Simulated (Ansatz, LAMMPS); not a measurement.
## Amorphous Si0.8Ge0.2 (114 atoms) in motion

Aim: follow amorphous Si0.8Ge0.2 (114 atoms) for a short time with forces from DFT, then look at structure and electrons in the last frame.

Method: Kohn-Sham DFT, PBE, PAW (set soft_2), plane waves, in Ansatz 0.2.0.

## 1. The structure

The cell holds 114 atoms: 91 Si and 23 Ge. Its edges and angles: a = 13.435 Å, b = 13.435 Å, c = 13.435 Å, α = 90.0°, β = 90.0°, γ = 90.0°. 114 atoms (91 Si, 23 Ge) placed at random at 2.89 g/cm³, melted at 3500 K for 10 ps at fixed volume with the Tersoff potential (Tersoff, Phys. Rev. B 39, 5566 (1989)). Quenched from 3100 K to 500 K at 50 K/ps and fixed volume, held 5 ps, then minimised at fixed cell.

Before any run, some limits are plain. The quench rate of 50 K/ps is many orders above laboratory rates, so the cell is likely richer in defects and strain than a real sample. The starting topology of bonds comes from the classical model. Sampling is at Γ alone, for a cell whose shortest periodic width is 13 Å.

## 2. Dynamics started at 600 K

A Nosé–Hoover thermostat steers the temperature while disturbing the dynamics little. The time step is 2.0 fs.

Contents of input.yaml:

```yaml
crystal:
  lattice:
    - [13.4349, 0.0, 0.0]
    - [0.0, 13.4349, 0.0]
    - [0.0, 0.0, 13.4349]
  atoms:
    - { symbol: Si, position: [0.78953, 0.7561, 0.65763] }
    - { symbol: Si, position: [0.61822, 0.01822, 0.15042] }
    - { symbol: Si, position: [0.84134, 0.86069, 0.79765] }
    - { symbol: Si, position: [0.80362, 0.43934, 0.52327] }
    [... 104 atom lines left out ...]
    - { symbol: Ge, position: [0.78136, 0.51015, 0.0234] }
    - { symbol: Ge, position: [0.9043, 0.29076, 0.54077] }
    - { symbol: Ge, position: [0.49054, 0.72668, 0.27024] }
    - { symbol: Ge, position: [0.953, 0.52502, 0.10913] }
    - { symbol: Ge, position: [0.94764, 0.096, 0.73847] }
    - { symbol: Ge, position: [0.56199, 0.11144, 0.58557] }
kpoints:
  mp_grid: { grid: [1, 1, 1] }
hamiltonian:
  xc: pbe
scf:
  occupations: { method: fermi_dirac, width: 0.05 }
output:
  forces: true
  stress: true
md:
  timestep: 2.0
  n_steps: 48
  ensemble: nvt_nose_hoover
  temperature: 600
  initial_velocities: maxwell_boltzmann
  seed: 2024
```

Started as:

```
$ ansatz run input.yaml --threads 4 --pin off --max-ram 8192MiB --backend cpu --events-out ev --progress --plain --runs-dir out
```

Wall time 14 min (4 threads of Arm Neoverse V2, shared host); peak memory 3.4 GiB; 53 min of CPU time.

The program notes that the SCF threshold is loose for the stress and it switched symmetry off.

The trajectory, sampled:

| time (fs) | T (K) | potential (meV/atom) | conserved (meV/atom) |
| --- | --- | --- | --- |
| 0.0 | 600 | 0.0 | 0.00 |
| 6.0 | 546 | 7.0 | 0.03 |
| 12.0 | 436 | 21.1 | 0.10 |
| 20.0 | 318 | 36.6 | 0.15 |
| 26.0 | 305 | 38.5 | 0.14 |
| 32.0 | 346 | 33.6 | 0.10 |
| 38.0 | 399 | 27.5 | 0.06 |
| 44.0 | 424 | 25.1 | 0.05 |
| 52.0 | 399 | 29.5 | 0.08 |
| 58.0 | 370 | 34.3 | 0.11 |
| 64.0 | 363 | 36.1 | 0.12 |
| 70.0 | 387 | 34.1 | 0.10 |
| 76.0 | 422 | 30.5 | 0.08 |
| 84.0 | 450 | 28.3 | 0.08 |
| 90.0 | 446 | 29.8 | 0.09 |
| 96.0 | 431 | 32.6 | 0.11 |

Mean square displacement from the first frame to the last: Si 0.10 Å², Ge 0.083 Å².

Table of mean square displacement by time lag:

```csv
time lag (fs),Ge (Å²),Si (Å²)
2.0,6.0e-5,1.4e-4
4.0,2.4e-4,5.6e-4
6.0,5.3e-4,0.00125
8.0,9.4e-4,0.00220
10.0,0.00147,0.00338
12.0,0.00210,0.00479
14.0,0.00283,0.00641
16.0,0.00367,0.00821
18.0,0.00461,0.0102
20.0,0.00565,0.0123
22.0,0.00678,0.0145
24.0,0.00799,0.0169
26.0,0.00929,0.0193
28.0,0.0107,0.0218
30.0,0.0121,0.0244
32.0,0.0137,0.0270
34.0,0.0153,0.0297
36.0,0.0169,0.0323
38.0,0.0187,0.0350
40.0,0.0205,0.0376
42.0,0.0223,0.0403
44.0,0.0242,0.0429
46.0,0.0262,0.0455
48.0,0.0282,0.0480
```

Over the second half of 96 fs the temperature averages 410 K with swings of 32 K r.m.s. The conserved energy stays within 0.15 meV/atom. From first frame to last Si has the largest mean square displacement, 0.10 Å² at the end; the farthest move is 0.86 Å. The mean temperature of 410 K lies well off the 600 K of the input, so the thermostat hasn't yet brought the run to equilibrium. The count of bonds goes from 240 in the first frame to 243 in the last, by one set of cutoffs: 5 pairs passed out of them and 8 came within. The run spans 0.10 ps, too short for its means to be equilibrium values.

## 3. Structure statistics late in the run

The g(r) is a mean over the second half; what follows it is taken at the last frame.

Density 2.89 g/cm³, 21.27 Å³ an atom.

Mean of 14 frames. Pair distribution functions g(r), in bins of 0.1 Å:

```csv
r (Å),total,Si-Si,Si-Ge,Ge-Ge
2.15,0.01,0.02,0.00,0.00
2.25,0.55,0.76,0.20,0.00
2.35,3.52,4.45,2.13,0.00
2.45,4.17,3.85,5.14,1.48
2.55,2.16,2.02,2.36,2.64
2.65,0.63,0.45,0.85,1.56
2.75,0.41,0.29,0.39,2.52
2.85,0.30,0.20,0.50,0.32
2.95,0.18,0.18,0.16,0.35
3.05,0.20,0.15,0.20,1.17
3.15,0.32,0.27,0.37,0.68
3.25,0.37,0.36,0.42,0.10
3.35,0.46,0.45,0.42,0.92
3.45,0.62,0.59,0.67,0.62
3.55,1.07,1.06,1.12,0.79
3.65,1.55,1.66,1.27,1.96
3.75,1.51,1.54,1.45,1.60
3.85,1.56,1.49,1.72,1.34
3.95,1.92,1.77,2.33,0.97
4.05,1.53,1.59,1.51,0.92
4.15,1.41,1.50,1.15,1.91
4.25,1.20,1.23,1.14,1.21
4.35,1.05,1.04,1.06,1.10
4.45,1.06,1.06,1.10,0.79
4.55,1.00,0.99,0.92,1.74
4.65,0.88,0.90,0.76,1.45
4.75,0.74,0.85,0.53,0.67
4.85,0.73,0.81,0.58,0.56
4.95,0.69,0.74,0.64,0.26
5.05,0.72,0.70,0.71,1.03
5.15,0.76,0.77,0.79,0.39
5.25,0.81,0.73,1.05,0.23
5.35,0.92,0.82,1.11,0.88
5.45,0.88,0.81,1.00,0.84
5.55,0.95,0.84,1.11,1.34
5.65,1.06,1.06,0.98,1.63
5.75,1.27,1.19,1.47,0.85
5.85,1.25,1.22,1.35,0.91
5.95,1.13,1.15,1.08,1.31
6.05,1.13,1.19,1.00,1.25
6.15,0.97,1.05,0.82,0.83
6.25,0.92,0.98,0.85,0.41
6.35,1.05,1.02,1.09,1.24
6.45,0.92,0.84,1.06,1.16
```

Bonds by pair of elements; cutoffs follow the first minimum of g(r), held within bounds set by covalent radii, and pairs that aren't listed don't count as bonded:

```csv
pair A-B,cutoff (Å),bonds,mean length (Å),spread (Å),shortest (Å),B about A,A about B
Si-Si,2.98,156,2.46,0.134,2.26,3.43,3.43
Si-Ge,3.02,79,2.51,0.147,2.26,0.868,3.44
Ge-Ge,2.93,8,2.64,0.116,2.47,0.696,0.696
```

How many atoms have how many bonded neighbours:

```
element  mean   4   5  6
     Ge  4.13  20   3  0
     Si  4.30  67  21  3
```

Bond angles (no mean is given where the spread exceeds 20°):

| angle | count | mean (°) | spread (°) |
| --- | --- | --- | --- |
| Si-Si-Si | 411 | 107 | 19.7 |
| Ge-Si-Si | 216 | 106 | 20 |
| Si-Ge-Si | 101 | 108 | 16.2 |
| Ge-Ge-Si | 47 | 105 | 15.7 |
| Ge-Si-Ge | 30 | - | - |

Bond length by coordination (bonds to H left out):

```
element  coordination  atoms  mean bond length (Å)
     Ge             4     20                  2.51
     Ge             5      3                  2.63
     Si             4     67                  2.43
     Si             5     21                  2.54
     Si             6      3                  2.64
```

Rings of the network by King's shortest-path rule, up to 12 atoms, one path for each pair of neighbours; H, halogens, alkali and alkaline-earth atoms are left out, and the last column divides by all other atoms, bonded or not:

| ring size (atoms) | rings | per network atom |
| --- | --- | --- |
| 3 | 12 | 0.105 |
| 4 | 17 | 0.149 |
| 5 | 78 | 0.684 |
| 6 | 109 | 0.956 |
| 7 | 54 | 0.474 |
| 8 | 7 | 0.061 |

First main peaks of g(r), for some of the pairs, lie near 2.4 Å (Si-Si), 2.5 Å (Si-Ge) and 2.6 Å (Ge-Ge). With the cutoffs above, 87 % of Ge atoms have 4 and 74 % of Si atoms have 4 bonded neighbours. Rings of 6 atoms are the most common (39 % of those counted); sizes run from 3 to 8.

## 4. Single point at the last frame

The last frame is solved once more, with the analyses that the dynamics left out.

Contents of input.yaml:

```yaml
crystal:
  lattice:
    - [13.4349, 0.0, 0.0]
    - [0.0, 13.4349, 0.0]
    - [0.0, 0.0, 13.4349]
  atoms:
    - { symbol: Si, position: [0.78636, 0.73346, 0.64603] }
    - { symbol: Si, position: [0.61084, 0.00783, 0.13926] }
    - { symbol: Si, position: [0.82104, 0.85546, 0.78441] }
    - { symbol: Si, position: [0.79504, 0.46505, 0.49648] }
    [... 104 atom lines left out ...]
    - { symbol: Ge, position: [0.7932, 0.49865, 0.02579] }
    - { symbol: Ge, position: [0.88751, 0.28468, 0.54337] }
    - { symbol: Ge, position: [0.48528, 0.72781, 0.26559] }
    - { symbol: Ge, position: [0.96984, 0.54339, 0.11082] }
    - { symbol: Ge, position: [0.95054, 0.08787, 0.76616] }
    - { symbol: Ge, position: [0.5467, 0.11871, 0.59334] }
kpoints:
  mp_grid: { grid: [1, 1, 1] }
hamiltonian:
  xc: pbe
scf:
  occupations: { method: fermi_dirac, width: 0.05 }
output:
  forces: true
  stress: true
  populations: true
  dos:
    method: { smearing: { sigma: 0.08 } }
    de: 0.1
    projected: { site_lists: { Ge: [Ge], Si: [Si] } }
  eigenvalues: true
  write_density: true
  write_potential: true
  volumetric_format: npy
  elf: true
```

It took 52 s on 4 threads; peak memory 3.1 GiB; 3.4 min of CPU time.

The run gave:

| Quantity | Value |
| --- | --- |
| free energy | -156605.7560 eV |
| free energy per atom | -1373.7347 eV/atom |
| SCF cycles | 12 |
| pressure | -2.016 GPa |
| r.m.s. force component | 0.5433 eV/Å |
| longest force | 1.81 eV/Å |
| Fermi energy | 6.505 eV |
| levels partly filled by over 2 per cent | 4 |
| spilling of the projection | 0.007161 |

Neighbours are counted within 2.98 Å (Si-Si), 3.02 Å (Si-Ge), 2.93 Å (Ge-Ge), the cutoffs taken from the dynamics.

Length of the force by element and coordination:

| element | coordination | atoms | mean length of the force (eV/Å) | spread | least | most |
| --- | --- | --- | --- | --- | --- | --- |
| Ge | all | 23 | 0.849 | 0.438 | 0.174 | 1.75 |
| Ge | 4 | 20 | 0.836 | 0.407 | 0.174 | 1.69 |
| Ge | 5 | 3 | 0.930 | 0.598 | 0.330 | 1.75 |
| Si | all | 91 | 0.849 | 0.397 | 0.166 | 1.81 |
| Si | 4 | 67 | 0.904 | 0.394 | 0.166 | 1.81 |
| Si | 5 | 21 | 0.705 | 0.385 | 0.215 | 1.70 |
| Si | 6 | 3 | 0.631 | 0.144 | 0.429 | 0.754 |

Löwdin charges by element and coordination (they lack the spilled electrons, 0.043 e an atom on average):

```
element  coordination  atoms  mean charge (e)  spread    least    most
     Ge           all     23          -0.0093  0.0266  -0.0563  0.0475
     Ge             4     20          -0.0092  0.0269  -0.0563  0.0475
     Ge             5      3          -0.0101  0.0247  -0.0427  0.0171
     Si           all     91           0.0563  0.0274  -0.0157   0.136
     Si             4     67           0.0523  0.0226  -0.0157   0.108
     Si             5     21           0.0647  0.0365   7.0e-4   0.136
     Si             6      3           0.0881  0.0159   0.0752   0.111
```

States in the cell by windows of 1 eV, zero at the Fermi level; the larger projections on atomic orbitals stand beside the total:

```csv
from (eV),to (eV),total,Si p,Si s,Ge p,Ge s
-18,-13,0.0,0.0,0.0,0.0,0.0
-13,-12,2.0,0.1,1.4,0.0,0.5
-12,-11,17.3,3.5,9.6,0.9,3.3
-11,-10,29.3,7.3,14.9,1.7,5.3
-10,-9,31.5,8.3,15.7,1.9,5.5
-9,-8,36.6,10.7,18.0,2.4,5.3
-8,-7,27.3,9.8,12.4,2.2,2.7
-7,-6,29.4,11.7,11.8,2.6,3.0
-6,-5,32.3,15.0,11.4,3.4,2.2
-5,-4,34.3,21.3,6.4,4.9,1.3
-4,-3,56.4,40.7,4.7,9.5,1.0
-3,-2,62.5,45.4,4.3,11.1,1.0
-2,-1,61.9,44.3,3.8,11.8,1.0
-1,0,34.3,22.6,3.0,6.8,0.9
0,1,34.1,19.2,5.9,5.3,1.5
1,2,55.4,29.9,9.5,7.7,2.5
2,3,69.3,37.1,10.4,9.3,2.2
```

The curve was stored every 0.100 eV, coarse against its broadening of 0.08 eV, so these counts are rough.

Between -25 and -18 eV lie 230 more states.

The levels nearest the highest filled one (over half full), pooled over k-points and spins:

| level less the highest filled one (eV) | occupation |
| --- | --- |
| -0.382 | 2.00 |
| -0.365 | 2.00 |
| -0.331 | 2.00 |
| -0.187 | 1.97 |
| -0.107 | 1.86 |
| 0 | 1.23 |
| 0.0739 | 0.53 |
| 0.0975 | 0.367 |
| 0.220 | 0.038 |
| 0.302 | 0.007 |
| 0.353 | 0.003 |
| 0.400 | 0.001 |

Mean Löwdin charges: Ge -0.01, Si +0.06 e (they miss 0.72 % of the electrons, so they add up to more than the cell's charge). Charges this small depend on the projection, at times even in sign. Within 0.4 eV of the Fermi level the largest share is Si p (63 % of the projected weight).

## 5. What came out

```yaml
mean_temperature_second_half: 409.7 K
temperature_swing_second_half: 31.51 K
mean_pressure_second_half: -1.547 GPa
slope_of_the_conserved_energy_against_time_by_least_squares: 0.1958 meV/atom/ps
free_energy_per_atom: -1373.7347 eV/atom
pressure: -2.016 GPa
r_m_s_force_component: 0.5433 eV/Å
wall_time_of_the_2_dft_runs: 14 min
```

In words: Over the second half of 96 fs the temperature averages 410 K with swings of 32 K r.m.s. The conserved energy stays within 0.15 meV/atom. The mean temperature of 410 K lies well off the 600 K of the input, so the thermostat hasn't yet brought the run to equilibrium. The count of bonds goes from 240 in the first frame to 243 in the last, by one set of cutoffs: 5 pairs passed out of them and 8 came within. The run spans 0.10 ps, too short for its means to be equilibrium values. With the cutoffs above, 87 % of Ge atoms have 4 and 74 % of Si atoms have 4 bonded neighbours. Counting bands leaves a spacing of only 0.074 eV (at Γ alone), which the smearing bridges: 4 levels are partly filled by over 2 %, so a gap, if any, is small at this level.

**Limits.** The starting topology of bonds comes from the classical model; in DFT 5 of its 240 bonded pairs passed out of the cutoffs and 8 came within them. The pressure of -2.0 GPa is that of one thermal frame at a volume set beforehand, without the kinetic term.

[Logs are printed without paths, hosts, clocks, repeated set-up lines and the standing remarks that a program may print on its own settings, such as how far it seeks lower states.]

[Hosts, paths, dates, database ids (printed as entryN), source tags and the programs' standing remarks are cut or masked in the printed files.]
